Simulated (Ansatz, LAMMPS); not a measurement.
# Electronic structure of free surface of ionic liquid triethylsulfonium formate with water at 260 K (81 atoms), part 2 of 2

Aim: energy, forces, charges and density of states of free surface of ionic liquid triethylsulfonium formate with water at 260 K (81 atoms) at a fixed geometry.

Ansatz 0.2.0; Kohn-Sham DFT, PBE+D4, PAW (set soft_2), plane waves.

The cell: 21 C, 3 S, 50 H and 7 O. The network of contacts between molecules at the start is that of the classical potential that made the cell. Sampling is at Γ alone, for a cell whose shortest periodic width is 8 Å.

So far. Step 3 (Plane-wave single point): Between -21 and -14 eV lie 33 more states.

### Step 3. Plane-wave single point (continued)

Electrostatic potential energy in the cb plane at fractional x = 0.436, with atoms of C and H and O within 0.2 Å of it. With pseudopotentials it is smooth inside the atoms' cores, unlike the true potential.

Ten even steps from '0' (-41 eV) to '9' (5 eV), each cell a mean:
```
87222004788899999999999999999999984279999999
98776445677789999999999999999999875479999999
98888763366689999999999999999988743689999999
99988763367889999999999999999887600489999999
99988655678899999999999999999887621588999999
99886212688999999999999999999988865688999999
99874000478999999999999999999999876788899999
99884000478899999999999999999999888888899999
99986213567899999999999999999999888899999999
99988766546899998789999999999999989999999999
99998887646899983149999999999999999999999999
99999888754899971017999999999999999999999999
99999998820799983028999999999999999999999999
99999999865899985015899999999999999999999999
99999999988999983002569999999999999999999999
99999999999999853000005999999998558999999999
99999999999999505552003999999994005999999999
99999999999999868887226888999983005999999999
99999988999999999999989834776476348999999999
99999867899999999999999842112279999999999999
99988756899999999999999983003789999999999999
98885126899999999999999995115999999999999999
98541004899999999999999999779999998889999999
```
Columns run along c (16.0 Å, from fractional 0.17 to 0.92 of the cell; values clipped at the 3rd and 97th percentile), rows up along b (8.4 Å). Atoms in or near the plane, at fractional coordinates: C at (0.26, 0.00), H at (0.21, 0.97), H at (0.33, 0.45), H at (0.76, 0.95), O at (0.72, 0.24), O at (0.52, 0.28), C at (0.47, 0.35), H at (0.42, 0.27), O at (0.62, 0.09), H at (0.66, 0.15), H at (0.58, 0.17).

Valence density in the cb plane at fractional x = 0.436, with atoms of C and H and O within 0.2 Å of it. It is the smooth field of the valence electrons, not physical close to the nuclei.

Ten steps, logarithmic in the rise over the least value, from '0' (0.0 e/Å³) to '9' (6.9 e/Å³), each cell a mean:
```
77653221000000000000122210012454100000000000
56655442100000000000011001124564200000000000
35665543100000000000000012345664200000000000
34565442100000000000000013456664200000000000
35654321000011100000000012456764210000000000
56654211000011100000000001245664310000000000
55554211000000000000000000134554321000000000
55565321100011000000000000123443221000000000
55665432111222210000000000123322110000000000
34555543112455420000000000012211000000000000
12345643124688631000000000001100000000000000
01235653124799741000000000000000000000000000
00135653113688632100000000000000000000000000
00013432113577643310000000111100000000000000
00001211123567777631000001234310000000000000
00000000135677789852000002567531000000000000
00000000136665799952111113699741000000000000
00000000124433578743332224799741000000000000
12210000012211345434565554577631000000000000
24431000000000122224788764344320000000000000
45542000000000000013699863222110000000000000
66642000000000000012589742101110000000000000
77642100000000000001356521001232100000000000
```
Columns run along c (16.0 Å, from fractional 0.24 to 1.00 of the cell), rows up along b (8.4 Å). Atoms in or near the plane, at fractional coordinates: C at (0.26, 0.00), H at (0.33, 0.45), H at (0.76, 0.95), O at (0.72, 0.24), O at (0.52, 0.28), C at (0.47, 0.35), H at (0.42, 0.27), O at (0.62, 0.09), H at (0.66, 0.15), H at (0.58, 0.17).

Mean Löwdin charges: C -0.28, H +0.21, O -0.58, S +0.77 e (they miss 1.5 % of the electrons, so they add up to more than the cell's charge). The largest share in the top eV of filled states is O p (91 % of the projected weight), and in the lowest eV of empty states S p (40 % of the projected weight).

### Step 4. Structure statistics

These statistics describe the geometry on which the runs were made.

Normalised to the volume that the atoms fill. g(r), total and by pair (bins of 0.2 Å):

```
r (Å)  total   H-H   H-C   H-O   H-S   C-C    C-O
 1.00   2.80  0.00  8.00  2.28  0.00  0.00   0.00
 1.20   2.97  0.00  7.80  0.00  0.00  0.00  10.65
 1.40   0.24  0.00  0.00  0.00  0.00  3.56   0.00
 1.60   0.56  0.49  0.00  0.94  0.00  4.04   0.00
 1.80   1.63  3.35  0.00  0.00  0.00  0.00   0.00
 2.00   0.52  0.09  1.04  1.46  0.00  0.00   0.00
 2.20   1.47  1.16  2.89  0.27  0.54  0.00   0.00
 2.40   1.06  1.45  0.07  0.62  8.15  0.00   0.00
 2.60   1.11  1.10  0.76  2.31  0.00  2.13   0.00
 2.80   1.10  0.90  1.16  1.20  2.81  0.26   0.00
 3.00   1.02  1.15  0.72  1.45  2.81  0.00   1.57
 3.20   0.76  0.72  0.73  0.94  0.54  0.90   1.36
 3.40   0.72  0.80  0.72  0.71  0.00  0.69   0.98
 3.60   0.92  0.83  0.83  1.01  1.26  1.01   2.20
 3.80   0.79  0.72  0.88  0.98  0.99  0.40   1.17
 4.00   0.83  0.74  0.78  1.04  0.35  1.66   1.06
 4.20   0.97  1.02  0.98  1.09  0.16  0.77   1.46
 4.40   1.09  1.02  1.24  1.55  0.15  0.78   1.48
 4.60   1.01  1.15  0.94  1.02  0.26  1.70   0.67
 4.80   0.85  0.88  0.97  0.83  0.72  0.50   0.24
 5.00   0.95  0.97  1.08  1.00  0.57  0.91   0.58
 5.20   0.99  0.95  0.97  1.15  0.42  1.27   1.16
 5.40   0.80  0.80  0.78  0.99  0.57  0.65   0.78
 5.60   0.99  0.87  1.16  0.84  1.15  1.03   1.00
 5.80   0.86  0.92  0.69  0.75  1.08  1.24   1.27
 6.00   0.82  0.82  0.78  0.96  0.71  0.47   1.27
 6.20   0.85  0.84  0.73  1.08  1.02  0.89   1.11
 6.40   0.84  0.73  0.77  1.15  1.02  0.70   1.54
```

Bonds by pair of elements; cutoffs follow the first minimum of g(r), held within bounds set by covalent radii, and pairs that aren't listed don't count as bonded:

```csv
pair A-B,cutoff (Å),bonds,mean length (Å),spread (Å),shortest (Å),B about A,A about B
H-C,1.34,48,1.10,0.037,1.05,0.96,2.29
H-O,1.21,2,1,0,1,0.04,0.286
C-C,1.85,9,1.50,0.04,1.43,0.857,0.857
C-O,1.68,6,1.26,0.02,1.24,0.286,0.857
C-S,2.21,9,1.81,0.033,1.75,0.429,3
```

How many atoms have how many bonded neighbours:

```csv
element,mean,1,2,3,4
C,3.86,0,0,3,18
H,1,50,0,0,0
O,1.14,6,1,0,0
S,3,0,0,3,0
```

Bond angles (no mean is given where the spread exceeds 20°):

| angle | count | mean (°) | spread (°) |
| --- | --- | --- | --- |
| C-C-H | 45 | 110 | 3.4 |
| H-C-H | 36 | 109 | 4.3 |
| H-C-S | 18 | 109 | 3.1 |
| C-C-S | 9 | 111 | 3.3 |
| C-S-C | 9 | 95 | 2.1 |

Bond length by coordination (bonds to H left out):

```
element  coordination  atoms  mean bond length (Å)
      C             3      3                  1.26
      C             4     18                  1.61
      O             1      6                  1.26
```

By these cutoffs 86 % of C atoms have 4, all H atoms have 1, 86 % of O atoms have 1 and all S atoms have 3 bonded neighbours. The C-C-H angle averages 110° with a spread of 3°.

The surroundings of S25, which bears the longest force, nearest first, numbered as they follow in the input and with coordinates relative to it.

```csv
atom,x,y,z,distance (Å),bonds,Löwdin charge (e),Fx,Fy,Fz (eV/Å)
S25,0.00,0.00,0.00,0.00,3,0.76,-0.17,-0.31,2.99
C24,0.87,1.49,0.54,1.81,4,-0.30,0.09,0.68,0.26
C28,0.96,-1.11,1.10,1.83,4,-0.32,1.83,-0.65,-0.01
C26,-1.38,0.18,1.19,1.83,4,-0.34,-1.11,-1.50,0.27
H34,1.91,1.29,0.22,2.32,1,0.22,-0.17,0.29,0.67
H36,-1.99,0.99,0.88,2.39,1,0.24,-0.27,1.53,-0.11
H41,0.38,-2.00,1.36,2.45,1,0.22,-0.33,0.22,-0.11
H33,0.74,1.68,1.66,2.47,1,0.22,0.42,-0.81,-1.21
H40,1.21,-0.59,2.09,2.48,1,0.22,-0.43,-0.44,-1.39
H35,-1.04,0.29,2.24,2.49,1,0.22,0.54,0.24,-0.56
```

The column of bonds counts only the pairs H-C within 1.34 Å, H-O within 1.21 Å, C-C within 1.85 Å, C-O within 1.68 Å, C-S within 2.21 Å; other neighbours, such as metal atoms beside each other in a compound, aren't counted, and periodic images can show an atom twice.

### Step 5. Results

```json
{"free energy per atom": "-157.3676 eV/atom", "r.m.s. force component": "0.8283 eV/Å", "gap (highest filled to lowest empty level)": "2.114 eV", "wall time of the 1 DFT run": "5.2 s"}
```

Between filled and empty levels lie 2.11 eV (at Γ alone); a semilocal functional tends to put such gaps too low. Counting bonds as in the table, 86 % of C atoms have 4, all H atoms have 1, 86 % of O atoms have 1 and all S atoms have 3 bonded neighbours.

Caveats: The force components of 0.83 eV/Å r.m.s. hold both thermal displacement and the mismatch between the potential that made the cell and DFT, above all in bond lengths inside molecules.

[Logs are printed without paths, hosts, clocks, repeated set-up lines and the standing remarks that a program may print on its own settings, such as how far it seeks lower states.]

[Hosts, paths, dates, database ids (printed as entryN), source tags and the programs' standing remarks are cut or masked in the printed files.]
